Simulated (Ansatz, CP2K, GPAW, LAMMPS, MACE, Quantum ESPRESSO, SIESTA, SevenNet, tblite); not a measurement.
# What went wrong? GPAW on glassy 38BaO-62TiO2 (mol %) (110 atoms)

Program: GPAW 26.7.0, a calculation on a cell of 16 Ba, 26 Ti and 68 O, 15.6 Å³ an atom.

run.py reads:

```python
import numpy as np
from ase.io import read
from gpaw import GPAW, FermiDirac

atoms = read("structure.xyz")
atoms.calc = GPAW(
    mode="lcao",
    basis="dzp",
    h=0.18,
    xc="PBE96",
    kpts={"size": (1, 1, 1), "gamma": True},
    occupations=FermiDirac(0.05),
    maxiter=60,
    symmetry={"point_group": False},
    txt="gpaw.txt",
)
energy = atoms.get_potential_energy(force_consistent=True)
forces = atoms.get_forces()
print(f"energy {energy:.6f} eV")
print("forces (eV/A)")
for i, (a, f) in enumerate(zip(atoms, forces)):
    print(f"{i:4d} {a.symbol:2s} {f[0]:10.5f} {f[1]:10.5f} {f[2]:10.5f}")
print(f"Fermi level {atoms.calc.get_fermi_level():.4f} eV")
for k in range(len(atoms.calc.get_ibz_k_points())):
    for s in range(atoms.calc.get_number_of_spins()):
        e = atoms.calc.get_eigenvalues(kpt=k, spin=s)
        n = np.searchsorted(e, atoms.calc.get_fermi_level())
        print(f"k {k} spin {s} levels about the Fermi level:", np.round(e[max(n - 6, 0):n], 4).tolist(), "|", np.round(e[n:n + 6], 4).tolist())
```

structure.xyz reads:

```xyz
110
Lattice="11.96473 0.00000 0.00000 0.00000 11.96473 0.00000 0.00000 0.00000 11.96473" Properties=species:S:1:pos:R:3 pbc="T T T"
Ba 8.93071 11.20294 10.08017
Ba 10.53638 5.14017 2.18476
Ba 2.44894 6.18828 1.02071
Ba 1.33957 9.41636 3.01380
Ba 9.96171 5.66123 10.63306
Ba 4.56119 1.60854 0.38849
Ba 5.00186 8.24609 3.64087
Ba 3.93676 5.82383 6.41860
Ba 0.87558 9.89435 9.38645
Ba 6.84825 5.76915 8.57799
[... 96 atom lines left out ...]
O 10.42654 0.85225 0.12898
O 3.36520 0.97919 6.62858
O 10.80918 1.28764 5.14220
O 3.08211 11.09334 8.41097
```

The run is started by

```console
$ OMP_NUM_THREADS=1 python run.py > output.txt
```

What it wrote:

```text
ValueError: not enough values to unpack (expected 2, got 1)
NameError: Unknown functional: PBE96.
```

gpaw.txt:

```text
Input parameters:
  mode=LCAO(),
  basis={'default': 'dzp'},
  h=0.18,
  kpts=MonkhorstPack(size=(1, 1, 1), gamma=True),
  maxiter=60,
  occupations=Occupations(name='fermi-dirac', width=0.05, fixmagmom=False),
  symmetry=Symmetry(point_group=False),
  xc=XC(name='PBE96')
timing:  # [seconds]
  Total: 0.025  # ━━━━━━━━━━━━━━━━━━━━━━━━━━━━━━━━━━━━━━━━━━━━━━━━━━━━━━━━━━━
  Init:  0.008  # ━━━━━━━━━━━━━━━━━━━
```

Elapsed: 1.1 s, on 1 thread of Arm Neoverse V2, shared host; peak memory 0.13 GiB.

Banners, paths, timers and routine set-up lines are dropped from the logs unmarked, and long logs keep their key lines alone; longer cuts are marked.

Q: Find the fault and mend it.

An unknown functional: functional PBE96.

The program stopped at the start.

[Also dropped from logs without a mark: logging warnings of Python, and SIESTA's first energy breakdown and zero terms.]

[Logs are printed without paths, hosts, clocks, repeated set-up lines and the standing remarks that a program may print on its own settings, such as how far it seeks lower states.]

[Hosts, paths, dates, database ids (printed as entryN), source tags and the programs' standing remarks are cut or masked in the printed files.]
